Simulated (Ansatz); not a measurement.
# Ti2C(OH)2 MXene monolayer in a perpendicular field, part 3 of 3

What dipole does a perpendicular field induce in the Ti2C(OH)2 MXene monolayer? A positive field points along +c.

Ansatz 0.2.0; plane-wave DFT, PBE-D3(BJ), Ansatz PAW (the session's first sound run).

So far. Step 6 (Atoms held, field 0.5 V/Å): The dipole is 0.291 e·Å. Step 7 (Single point, field -0.3 V/Å): The dipole is -0.177 e·Å.

### 8. Response, atoms held (continued)

The induced electron density oscillates, so the rows of the table below give means over windows of 0.5 Å about each position, cut where the curve ends. Its maxima inside the range that stand out by 2 % of the span (Å: e/Å³ per V/Å): 7.43: 0.00257, 9.64: 2.0e-4, 10.46: 7.6e-4, 13.49: 0.00145, 14.73: 0.00135, 15.69: 0.00133. Its minima: 9.09: -0.00133, 10.05: -0.00135, 11.29: -0.00145, 14.32: -7.6e-4, 15.14: -2.0e-4, 17.35: -0.00257.

Electrons, planar mean, per unit field. Table of induced electron density by z; means over each step:

```csv
z (Å),induced electron density (e/Å³ per V/Å)
4.5,4.2e-4
5.0,6.6e-4
5.5,0.00102
6.0,0.00150
6.5,0.00202
7.0,0.00243
7.5,0.00254
8.0,0.00215
8.5,7.7e-4
9.0,-0.00101
9.5,-3.7e-4
10.0,-7.6e-4
10.5,5.3e-4
11.0,-6.1e-4
11.5,-7.3e-4
12.0,-1.6e-4
12.5,4.5e-5
13.0,2.6e-4
13.5,0.00111
14.0,-1.8e-4
14.5,2.5e-5
15.0,4.7e-4
15.5,9.1e-4
16.0,4.0e-4
16.5,-0.00154
17.0,-0.00240
17.5,-0.00254
18.0,-0.00228
18.5,-0.00180
19.0,-0.00128
19.5,-8.5e-4
20.0,-5.5e-4
20.5,-3.6e-4
```

By hand: between -0.1 and 0.1 V/Å the dipole changes by 0.1174 e·Å, a slope of 0.5870 e·Å²/V. A perfect conductor of thickness t has p = ε₀AEt, so t = 180.95 × 0.5870 / 7.997 = 13.28 Å (e/ε₀ = 180.95 V·Å, A in Å²).

The induced dipole is that of a conductor 13.28 Å thick.

### 9. Varying the input: hamiltonian.hubbard and hamiltonian.xc = "pbesol"

This step: plane-wave DFT, PBE-D3(BJ), Ansatz PAW, but for the change named below (Ansatz 0.2.0).

A run with a changed input: it repeats the earlier run at 0.1 V/Å with hamiltonian.hubbard to sites: [species: Ti, l: d, u_eff: 8.0], double_counting: amf and hamiltonian.xc from pbe to pbesol.

input.yaml

```yaml
crystal:
  lattice:
    - [3.0387826988, 0.0, 0.0]
    - [-1.5193913494, 2.6316630137, 0.0]
    - [0.0, 0.0, 24.7814076119]
  atoms:
    - { symbol: H, position: [0.3333333333, 0.6666666667, 0.363175496] }
    - { symbol: O, position: [0.3333333333, 0.6666666667, 0.4024044842] }
    - { symbol: Ti, position: [0.6666666667, 0.3333333333, 0.4535403028] }
    - { symbol: C, position: [0.0, 0.0, 0.5] }
    - { symbol: Ti, position: [0.3333333333, 0.6666666667, 0.5464596972] }
    - { symbol: O, position: [0.6666666667, 0.3333333333, 0.5975955158] }
    - { symbol: H, position: [0.6666666667, 0.3333333333, 0.636824504] }
kpoints:
  mp_grid: { grid: [18, 18, 1] }
  band_path:
    path: [[0, 0, 0], [0.5, 0, 0], [0.33333333, 0.33333333, 0], [0, 0, 0]]
    npoints: 16
hamiltonian:
  xc: pbesol
  dispersion: d3bj
  hubbard: { sites: [{ species: Ti, l: d, u_eff: 8.0 }], double_counting: amf }
scf:
  occupations: { method: fermi_dirac, width: 0.02585 }
  convergence: { dr2_threshold: 1.0e-10 }
efield:
  axis: 3
  dipole_correction: true
  ramp_position: 0.97
  ramp_width: 0.06
  amplitude: 0.1
output:
  write_potential: true
  write_density: true
  volumetric_format: npy
```

Started as:

```sh
> ansatz run input.yaml --threads 4 --pin off --max-ram 6144MiB --backend cpu --events-out ev --progress --plain --runs-dir out
```

Numbers of over 12 decimals in the logs are rounded to 6 here.

What it wrote:

```text
H: projections on atomic orbitals take those of the free atom 1s1, of charge +0.00 (hamiltonian.pseudopotentials.projection_atoms); the dataset's partial waves leave at most 1.2e-11 of an orbital's norm unspanned inside its sphere
O: projections on atomic orbitals take those of the free atom [He] 2s2 2p4, of charge +0.00 (hamiltonian.pseudopotentials.projection_atoms); the dataset's partial waves leave at most 1.9e-8 of an orbital's norm unspanned inside its sphere
Ti: projections on atomic orbitals take those of the free atom [Ne] 3s2 3p6 3d2 4s2, of charge +0.00 (hamiltonian.pseudopotentials.projection_atoms); the dataset's partial waves leave at most 4.1e-7 of an orbital's norm unspanned inside its sphere
C: projections on atomic orbitals take those of the free atom [He] 2s2 2p2, of charge +0.00 (hamiltonian.pseudopotentials.projection_atoms); the dataset's partial waves leave at most 3.7e-9 of an orbital's norm unspanned inside its sphere
[...]
Crystal: 7 atoms, lattice volume = 198.178 Å³
Basis set: ecut = 420 eV, 3851 PW (Γ)
Bands: 28, of which v1, the nominal top of the filled ones, is band 21 counted from 1 (20 counted from 0)
Symmetry: 6 space group operations
k-points: 37 of 324 (time reversal used)
[...]
SCF iter   1: F=—  HF=-6361.730326 eV  |F-HF|=—  |Δ(HF+E_count)|=         —  Δρ=9.59e-2  dr2=3.04e1  ethr=3.10e-3  p=0.034 e·Å  D=3.13e-2 V/Å  ΔV_dip=-0.77 eV  dr2_dipole=4.01e-4  V_vac-E_F(+/−)=8.70/7.31 eV  ⟨swp⟩=8.5  Hψ=5676  notcnv=0
[...]
SCF iter  31: F=-6353.703559 eV  HF=-6353.703559 eV  |F-HF|=3.37e-11  |Δ(HF+E_count)|=  9.46e-11  Δρ=6.88e-8  dr2=1.40e-11  ethr=1.00e-12  p=0.063 e·Å  D=5.71e-2 V/Å  ΔV_dip=-1.42 eV  dr2_dipole=8.44e-13  V_vac-E_F(+/−)=2.33/1.58 eV  ⟨swp⟩=14.5  Hψ=5092  notcnv=0
SCF 1 converged in 31 iterations: F = -6353.703559 eV  dr2 = 1.40e-11
[...]
SCF converged after 31 iterations
Free energy (F): -6353.703559 eV
[...]
Internal energy: -6353.698810 eV  (E = F + TS)
E sigma→0 (E₀):  -6353.701184 eV
Entropy (-TS):   -0.004750 eV (-0.679 meV/atom)
Fermi energy:    2.300693 eV
Dipole field:    D = 0.057112 V/Å  (p = 0.062549 e·Å, saw-weighted, corrected)
Work function:   not extracted (applied field tilts the vacuum); planar V_es + V_field profile in the machine report
[...]
DFT+U double counting: amf (around mean field; hamiltonian.hubbard.double_counting)
--- Band table (eV; the first three rows and the last of 37) ---
  k-point 0: bands = [... 17 lower, -1.7415, 0.1115, 0.1115, 2.1054, 2.2382, 2.2382, 2.3098, 2.8507, ... 3 higher]
  k-point 1: bands = [... 17 lower, -1.6491, -0.0587, 0.0626, 2.1606, 2.1815, 2.3006, 2.3579, 2.9089, ... 3 higher]
  k-point 2: bands = [... 17 lower, -1.4794, -0.4776, -0.0570, 1.9984, 2.3228, 2.4686, 2.4778, 3.0916, ... 3 higher]
  k-point 36: bands = [... 17 lower, -1.9763, -1.9707, -1.0627, 2.9038, 3.4092, 3.4114, 4.5326, 4.5480, ... 3 higher]
Occupation matrices written to <dir>
```

Run time: 13 s. Hardware: 4 threads of Intel Xeon Platinum 8488C (Sapphire Rapids), shared host; peak memory 0.76 GiB.

Numbers from this step:

```
energy at zero smearing : -6353.7012 eV
dipole along the normal : 0.06255 e·Å
```

Electronic bands along the path, in eV, zero at the Fermi level:

```csv
point,band 18,band 19,band 20,band 21,band 22,band 23,band 24,band 25
Γ,-4.04,-2.19,-2.19,-0.20,-0.06,-0.06,0.01,0.55
halfway,-3.96,-3.47,-2.63,-1.06,0.78,0.85,0.90,1.59
M,-4.66,-3.33,-2.61,-1.85,1.85,1.88,2.24,2.71
halfway,-4.52,-3.62,-3.35,-0.65,1.38,1.83,2.03,2.48
K,-4.28,-4.27,-3.36,0.60,1.11,1.11,2.23,2.25
halfway,-4.10,-3.43,-3.15,-0.40,0.06,1.17,1.46,1.83
Γ,-4.04,-2.19,-2.19,-0.20,-0.06,-0.06,0.01,0.55
```

```csv
quantity,this run,earlier run,difference
dipole along the normal (e·Å),0.06255,0.05870,0.0039
```

It moves by +0.00385 e·Å.

Of the bands kept, 3 cross the Fermi level on this path.

### 10. Summary of results

```yaml
gap_without_field: none
work_function_upper_face: 1.94 eV
equivalent_conductor_thickness_atoms_held: 13.3 Å
```

**Reading.** The induced dipole equals that of a perfect conductor 13.28 Å thick, while the outer atoms lie 6.78 Å apart. There is no gap over 0.03 eV, with or without the field. The first relaxation ran with spin and lost its moment, and the later runs have none; other magnetic states were not tried. In 3 runs of the series (0.5 V/Å, -0.3 V/Å and response) the program warns that electrons reach the sawtooth's ramp, which makes dipole and work function less sure. The MXene's terminations sit over the metal atoms of its far layer; the site over carbon or nitrogen, which some compounds prefer, was not run.

[Logs are printed without paths, hosts, clocks, repeated set-up lines and the standing remarks that a program may print on its own settings, such as how far it seeks lower states.]

[Hosts, paths, dates, database ids (printed as entryN), source tags and the programs' standing remarks are cut or masked in the printed files.]

[Maps of the electrostatic potential energy from Ansatz leave out the sawtooth potential of an applied field or a dipole correction, so their vacuum need not be flat; planar profiles and work functions include it.]
